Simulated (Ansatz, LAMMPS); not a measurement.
# Relaxing amorphous 58HfO2-42Al2O3 (mol %) (92 atoms), part 2 of 3

How does amorphous 58HfO2-42Al2O3 (mol %) (92 atoms) relax, and what do bonds, charges and levels look like afterwards?

Ansatz 0.2.0; Kohn-Sham DFT, PBE, PAW (set soft_2), plane waves.

The cell: 14 Hf, 20 Al and 58 O. The quench rate of 50 K/ps is orders of magnitude faster than experiment. The network of bonds at the start is that of the classical potential that made the cell. Only the Γ point is sampled in the main run, in a cell whose shortest periodic width is 10 Å. The levels lack spin–orbit coupling.

So far. Step 4 (Cell and atoms relaxed): The relaxation changed the energy by -35.0 meV/atom, and atoms moved by 0.18 Å r.m.s., 0.64 Å at most.

## Step 6: Single point at the relaxed geometry

The electronic structure is read at the final geometry, in a run of its own.

The input, input.yaml:

```yaml
crystal:
  lattice:
    - [10.15375, 0.14794, -0.1799]
    - [0.14794, 10.40767, -0.10844]
    - [-0.1799, -0.10844, 10.4058]
  atoms:
    - { symbol: Hf, position: [0.5826, 0.00871, 0.00377] }
    - { symbol: Hf, position: [0.37245, 0.66592, 0.48142] }
    - { symbol: Hf, position: [0.88536, 0.12407, 0.47437] }
    - { symbol: Hf, position: [0.84466, 0.6564, 0.36019] }
    - { symbol: Hf, position: [0.36603, 0.81401, 0.20207] }
    - { symbol: Hf, position: [0.35099, 0.88737, 0.75472] }
    - { symbol: Hf, position: [0.60339, 0.43067, 0.50754] }
    - { symbol: Hf, position: [0.55031, 0.14989, 0.65105] }
    - { symbol: Hf, position: [0.60526, 0.36422, 0.93366] }
    - { symbol: Hf, position: [0.09542, 0.4225, 0.519] }
    - { symbol: Hf, position: [0.63512, 0.90533, 0.35067] }
    - { symbol: Hf, position: [0.36178, 0.59497, 0.97131] }
    - { symbol: Hf, position: [0.37535, 0.31683, 0.35094] }
    - { symbol: Hf, position: [0.00628, 0.95247, 0.72527] }
    - { symbol: Al, position: [0.22328, 0.14016, 0.57033] }
    - { symbol: Al, position: [0.29718, 0.33777, 0.78579] }
    - { symbol: Al, position: [0.88686, 0.11117, 0.19321] }
    - { symbol: Al, position: [0.17209, 0.12273, 0.25009] }
    - { symbol: Al, position: [0.696, 0.87878, 0.62554] }
    - { symbol: Al, position: [0.56377, 0.66829, 0.75461] }
    - { symbol: Al, position: [0.83215, 0.7639, 0.90977] }
    - { symbol: Al, position: [0.07821, 0.52209, 0.89467] }
    - { symbol: Al, position: [0.14639, 0.55315, 0.22604] }
    - { symbol: Al, position: [0.87934, 0.61406, 0.66815] }
    - { symbol: Al, position: [0.71857, 0.35098, 0.26115] }
    - { symbol: Al, position: [0.09992, 0.72642, 0.53676] }
    - { symbol: Al, position: [0.10505, 0.81625, 0.98093] }
    - { symbol: Al, position: [0.88079, 0.48919, 0.07893] }
    - { symbol: Al, position: [0.36737, 0.25823, 0.04052] }
    - { symbol: Al, position: [0.65716, 0.70477, 0.08477] }
    - { symbol: Al, position: [0.06383, 0.23416, 0.96621] }
    - { symbol: Al, position: [0.06685, 0.88803, 0.27045] }
    - { symbol: Al, position: [0.81555, 0.10689, 0.88085] }
    - { symbol: Al, position: [0.84055, 0.35111, 0.68993] }
    - { symbol: O, position: [0.755, 0.71698, 0.75053] }
    - { symbol: O, position: [0.00984, 0.68728, 0.90959] }
    - { symbol: O, position: [0.51394, 0.58645, 0.60463] }
    - { symbol: O, position: [0.5682, 0.29852, 0.31075] }
    - { symbol: O, position: [0.17363, 0.42194, 0.33996] }
    - { symbol: O, position: [0.39438, 0.70695, 0.81622] }
    - { symbol: O, position: [0.7263, 0.49444, 0.36433] }
    - { symbol: O, position: [0.99298, 0.39718, 0.98305] }
    - { symbol: O, position: [0.9883, 0.76429, 0.65951] }
    - { symbol: O, position: [0.9552, 0.57355, 0.50933] }
    - { symbol: O, position: [0.78322, 0.09731, 0.0494] }
    - { symbol: O, position: [0.59715, 0.00315, 0.52136] }
    - { symbol: O, position: [0.52198, 0.94516, 0.1828] }
    - { symbol: O, position: [0.88204, 0.92443, 0.86736] }
    - { symbol: O, position: [0.77844, 0.02554, 0.31746] }
    - { symbol: O, position: [0.53076, 0.19892, 0.02267] }
    - { symbol: O, position: [0.71005, 0.2507, 0.57845] }
    - { symbol: O, position: [0.85456, 0.24982, 0.30056] }
    - { symbol: O, position: [0.65429, 0.06521, 0.80868] }
    - { symbol: O, position: [0.9823, 0.14382, 0.8403] }
    - { symbol: O, position: [0.45786, 0.28629, 0.52931] }
    - { symbol: O, position: [0.07038, 0.06326, 0.57909] }
    - { symbol: O, position: [0.01521, 0.78002, 0.38731] }
    - { symbol: O, position: [0.43236, 0.49906, 0.39121] }
    - { symbol: O, position: [0.20288, 0.58116, 0.55044] }
    - { symbol: O, position: [0.24814, 0.68008, 0.29606] }
    - { symbol: O, position: [0.73834, 0.7776, 0.4852] }
    - { symbol: O, position: [0.75007, 0.49101, 0.63536] }
    - { symbol: O, position: [0.24017, 0.49396, 0.82921] }
    - { symbol: O, position: [0.23486, 0.18042, 0.40841] }
    - { symbol: O, position: [0.67525, 0.83059, 0.97614] }
    - { symbol: O, position: [0.94893, 0.29596, 0.55775] }
    - { symbol: O, position: [0.18561, 0.53837, 0.06285] }
    - { symbol: O, position: [0.1635, 0.90101, 0.84036] }
    - { symbol: O, position: [0.97534, 0.48095, 0.74445] }
    - { symbol: O, position: [0.79668, 0.625, 0.01407] }
    - { symbol: O, position: [0.54173, 0.83301, 0.68889] }
    - { symbol: O, position: [0.20907, 0.30195, 0.63985] }
    - { symbol: O, position: [0.72383, 0.75489, 0.23695] }
    - { symbol: O, position: [0.5708, 0.54682, 0.88009] }
    - { symbol: O, position: [0.73562, 0.39908, 0.1007] }
    - { symbol: O, position: [0.96339, 0.55565, 0.22149] }
    - { symbol: O, position: [0.49194, 0.67379, 0.1119] }
    - { symbol: O, position: [0.41725, 0.97521, 0.91458] }
    [... 8 atom lines left out ...]
    - { symbol: O, position: [0.47043, 0.29911, 0.78477] }
    - { symbol: O, position: [0.83279, 0.99388, 0.61296] }
    - { symbol: O, position: [0.76622, 0.29178, 0.83486] }
    - { symbol: O, position: [0.35881, 0.06767, 0.65554] }
    - { symbol: O, position: [0.30628, 0.21534, 0.18652] }
    - { symbol: O, position: [0.25092, 0.81466, 0.57494] }
kpoints:
  mp_grid: { grid: [1, 1, 1] }
hamiltonian:
  xc: pbe
scf:
  occupations: { method: fermi_dirac, width: 0.025 }
output:
  forces: true
  stress: true
  populations: true
  dos:
    method: { smearing: { sigma: 0.08 } }
    de: 0.05
    projected: { site_lists: { Al: [Al], Hf: [Hf], O: [O] } }
  eigenvalues: true
  write_density: true
  write_potential: true
  volumetric_format: npy
```

The run is started by

```sh
$ ansatz run input.yaml --threads 4 --pin off --max-ram 8192MiB --backend cpu --events-out ev --progress --plain --runs-dir out
```

The job ended after 23 s (4 threads of Arm Neoverse V2, shared host; peak memory 1.7 GiB).

Read from the output:

| Property | Result |
| --- | --- |
| free energy | -263898.4775 eV |
| free energy per atom | -2868.4617 eV/atom |
| SCF cycles | 10 |
| pressure | -0.008891 GPa |
| r.m.s. force component | 0.00562 eV/Å |
| longest force | 0.03178 eV/Å |
| Fermi energy | 10.45 eV |
| gap (highest filled to lowest empty level) | 3.921 eV |
| spilling of the projection | 0.004437 |

Löwdin charges by element and coordination (they lack the spilled electrons, 0.037 e an atom on average):

| element | coordination | atoms | mean charge (e) | spread | least | most |
| --- | --- | --- | --- | --- | --- | --- |
| Al | all | 20 | 1.28 | 0.035 | 1.22 | 1.36 |
| Al | 4 | 10 | 1.30 | 0.0266 | 1.27 | 1.36 |
| Al | 5 | 10 | 1.26 | 0.0296 | 1.22 | 1.32 |
| Hf | all | 14 | 1.52 | 0.0367 | 1.47 | 1.61 |
| Hf | 6 | 11 | 1.52 | 0.0321 | 1.47 | 1.58 |
| Hf | 7 | 3 | 1.54 | 0.0442 | 1.50 | 1.61 |
| O | all | 58 | -0.751 | 0.0586 | -0.859 | -0.613 |
| O | 2 | 2 | -0.736 | 0.123 | -0.859 | -0.613 |
| O | 3 | 51 | -0.751 | 0.0557 | -0.844 | -0.624 |
| O | 4 | 5 | -0.761 | 0.0438 | -0.816 | -0.700 |

States in the cell by windows of 1 eV, zero at the Fermi level; the larger projections on atomic orbitals stand beside the total:

```
from (eV)  to (eV)  total   O p  Hf d   Hf f
      -14      -13   14.6   0.0   0.0   14.6
      -13      -12  173.0   0.6   0.0  172.1
      -12      -11    8.4   0.0   0.0    8.3
      -11       -9    0.0   0.0   0.0    0.0
       -9       -8    4.5   3.3   0.2    0.0
       -8       -7   28.5  20.6   2.2    0.1
       -7       -6   48.7  36.2   5.0    0.1
       -6       -5   69.6  54.9   7.4    0.1
       -5       -4   67.3  57.6   4.8    0.1
       -4       -3   76.7  70.2   3.1    0.2
       -3       -2   51.1  48.4   1.2    0.1
       -2       -1    1.5   1.4   0.0    0.0
       -1        1    0.0   0.0   0.0    0.0
        1        2    1.5   0.1   0.4    0.0
        2        3   20.2   2.1  15.3    0.0
        3        4   43.0   5.5  31.7    0.0
        4        5   34.3   5.3  17.7    0.0
```

Between -26 and -14 eV lie 116 more states.

The stored curve holds about 660 of the 772 electrons; the rest, give or take the few that broadening carries across the Fermi level, lie in deeper levels below its range.

The levels nearest the highest filled one (over half full), pooled over k-points and spins:

```csv
level less the highest filled one (eV),occupation
-0.440,2
-0.374,2
-0.330,2
-0.261,2
-0.224,2
0,2
3.92,0
4.28,0
4.43,0
4.47,0
4.51,0
4.63,0
```

Electrostatic potential energy in the bc plane at fractional x = 0.359, with atoms of Hf and Al and O within 0.2 Å of it. With pseudopotentials it is smooth inside the atoms' cores, unlike the true potential.

Ten even steps from '0' (-31 eV) to '9' (15 eV), each cell a mean:
```
99998765578998620101689999999
79999988888998730003799999975
79999998888899864356789988875
99999998766789988885237865567
89999998655579999994016620015
89999998655689999998667400004
76689998766789999999998510015
50028999988999999999998743357
50028999999999999999999887788
96578999999999999877788999999
99999999999999998632357999999
99999999999999987300026899999
99999998877899987200016899999
99999986434689887410147999999
99999873000378788765678999999
99999861000168999988888889999
99999873000479999999887667899
99999987545789999999862113689
99999756888899999999740000489
99999535889999999999740000589
99999866789999999998863114789
99998755568999988788887667899
99998557757878874346889899999
99998556657778730003789999999
```
Columns run along b (10.4 Å; values clipped at the 3rd and 97th percentile), rows up along c (10.4 Å). Atoms in or near the plane, at fractional coordinates: Hf at (0.67, 0.48), Hf at (0.81, 0.20), Hf at (0.89, 0.75), Hf at (0.59, 0.97), Hf at (0.32, 0.35), Al at (0.26, 0.04), O at (0.07, 0.66).

Valence density in the bc plane at fractional x = 0.359, with atoms of Hf and Al and O within 0.2 Å of it. It is the smooth field of the valence electrons, not physical close to the nuclei.

Ten steps, logarithmic in the rise over the least value, from '_' (0 e/Å³) to '@' (31 e/Å³), each cell a mean:
```
::..______________..........::++%%@@%%++::..__________..::
--..________________________..==##%%##==....________..--==
--..__________________________..--==--::::::..______..----
..______________....______________..::--++==--..::----::::
________________......______________::==++++--::++####++::
......__________......______________..::----::--##@@@@##--
::----::..______________________________......--**%%%%**--
--++**++::____________________________________..--====--::
--****++::______________________________________......__..
::--==--..____________________________....__......________
__......______......______________::==++==::....__________
______________......____________..==##%%%%++::____________
______________........______......++%%@@%%++::____________
____________....--==--......::::::--**##**--..____________
____________..==##%%##==::::--::....::::::......__________
____________::++%%@@%%++::..::....____............________
____________..==**##**--..____________........::::..______
__________..::::----::..________________..::==****==..____
________..--==--::..____________________..--##@@@@**--____
________::--==--::______________________..--##@@%%**::____
________..::--::..________________________::==**++--..____
__________......____........____________......::..________
__________________..::::--::....--==--::........__________
__________________..::::--::::==##%%##==........__________
```
Columns run along b (10.4 Å), rows up along c (10.4 Å). Atoms in or near the plane, at fractional coordinates: Hf at (0.67, 0.48), Hf at (0.81, 0.20), Hf at (0.89, 0.75), Hf at (0.59, 0.97), Hf at (0.32, 0.35), Al at (0.26, 0.04), O at (0.07, 0.66).

Mean Löwdin charges: Al +1.28, Hf +1.52, O -0.75 e (they miss 0.44 % of the electrons, so they add up to more than the cell's charge). The largest share in the top eV of filled states is O p (96 % of the projected weight), and in the lowest eV of empty states Hf d (74 % of the projected weight).

A closer look about O80, which has 4 bonded neighbours where the commonest count for O is 3: 13 atoms, nearest first, numbered in the order of the input, with positions taken from that point.

| atom | x | y | z | distance (Å) | bonds | Löwdin charge (e) |
| --- | --- | --- | --- | --- | --- | --- |
| O80 | 0.00 | 0.00 | 0.00 | 0.00 | 4 | -0.78 |
| Al32 | 0.51 | -1.69 | -0.52 | 1.84 | 4 | 1.30 |
| Al17 | -1.27 | 0.62 | -1.32 | 1.93 | 5 | 1.28 |
| Al18 | 1.61 | 0.77 | -0.78 | 1.95 | 5 | 1.32 |
| Hf3 | -1.34 | 0.72 | 1.61 | 2.21 | 7 | 1.61 |
| O49 | -2.41 | -0.31 | 0.01 | 2.43 | 3 | -0.69 |
| O82 | 0.39 | 1.19 | -2.12 | 2.46 | 3 | -0.84 |
| O79 | 2.16 | -0.97 | -0.81 | 2.51 | 3 | -0.78 |
| O52 | -1.60 | 2.04 | -0.21 | 2.60 | 3 | -0.83 |
| O56 | 0.51 | 0.10 | 2.67 | 2.72 | 3 | -0.73 |
| O64 | 2.23 | 1.36 | 0.85 | 2.75 | 3 | -0.81 |
| O84 | -0.05 | -1.95 | -2.14 | 2.90 | 2 | -0.86 |
| O57 | -0.06 | -2.83 | 0.72 | 2.92 | 3 | -0.80 |

The column of bonds counts only the pairs O-Al within 2.48 Å, O-Hf within 2.82 Å; other neighbours, such as metal atoms beside each other in a compound, aren't counted, and periodic images can show an atom twice.

## Step 7: K-mesh 2×2×2

Large cells are often run on few k-points; this run checks whether the reference had enough.

Edit input.yaml of step 6 so:

```diff
@@ -8,3 +8,3 @@
 kpoints:
-  mp_grid: { grid: [1, 1, 1] }
+  mp_grid: { grid: [2, 2, 2] }
 hamiltonian:
@@ -22,4 +22 @@
   eigenvalues: true
-  write_density: true
-  write_potential: true
-  volumetric_format: npy
```

Elapsed: 3.4 min, on 4 threads; peak memory 5.8 GiB.

The program notes that it cut back its work space to fit the memory limit.

Geometry and reference: those of the single point at the relaxed geometry.

Forces differ from those of the single point at the relaxed geometry by 7.4 meV/Å r.m.s.; the energy by -1.4 meV/atom, the pressure by +0.023 GPa and the gap by -0.0077 eV. It took 3.4 min and 10 cycles; the reference's time can't be set against it, since the two runs asked for unlike analyses.

## Step 8: Functional HSE06

HSE06 mixes in a quarter of exact exchange at short range, which counters self-interaction, at a higher cost.

This step: Kohn-Sham DFT, HSE06, PAW (set soft_2), plane waves (Ansatz 0.2.0).

Edit input.yaml of step 7 so:

```diff
@@ -8,5 +8,5 @@
 kpoints:
-  mp_grid: { grid: [2, 2, 2] }
+  mp_grid: { grid: [1, 1, 1] }
 hamiltonian:
-  xc: pbe
+  xc: hse06
 scf:
```

It took 6.3 min on 4 threads; peak memory 4.2 GiB; 24 min of CPU time.

The program notes that the exchange threshold is loose for the stress and the SCF threshold is loose for the stress.

Geometry and reference: those of the single point at the relaxed geometry.

Forces differ from those of the single point at the relaxed geometry by 97 meV/Å r.m.s.; the pressure by -5.3 GPa and the gap by +1.7 eV. It took 6.3 min and 21 cycles; the reference's time can't be set against it, since the two runs asked for unlike analyses.

The run gave:

```
free energy                                      : -263905.3147 eV
free energy per atom                             : -2868.5360 eV/atom
SCF cycles                                       : 21
pressure                                         : -5.276 GPa
r.m.s. force component                           : 0.09816 eV/Å
longest force                                    : 0.3755 eV/Å
Fermi energy                                     : 10.08 eV
gap (highest filled to lowest empty level) : 5.579 eV
spilling of the projection                       : 0.004794
```

Length of the force by element and coordination:

```csv
element,coordination,atoms,mean length of the force (eV/Å),spread,least,most
Al,all,20,0.111,0.0567,0.0238,0.230
Al,4,10,0.0932,0.0512,0.0355,0.183
Al,5,10,0.130,0.0561,0.0238,0.230
Hf,all,14,0.136,0.0757,0.0367,0.288
Hf,6,11,0.154,0.0754,0.0367,0.288
Hf,7,3,0.0689,0.0131,0.0561,0.0868
O,all,58,0.171,0.0738,0.006,0.376
O,2,2,0.309,0.0667,0.242,0.376
O,3,51,0.168,0.0706,0.006,0.29
O,4,5,0.146,0.0476,0.0879,0.220
```

(Continued in part 3 of 3.)

[Logs are printed without paths, hosts, clocks, repeated set-up lines and the standing remarks that a program may print on its own settings, such as how far it seeks lower states.]

[Hosts, paths, dates, database ids (printed as entryN), source tags and the programs' standing remarks are cut or masked in the printed files.]
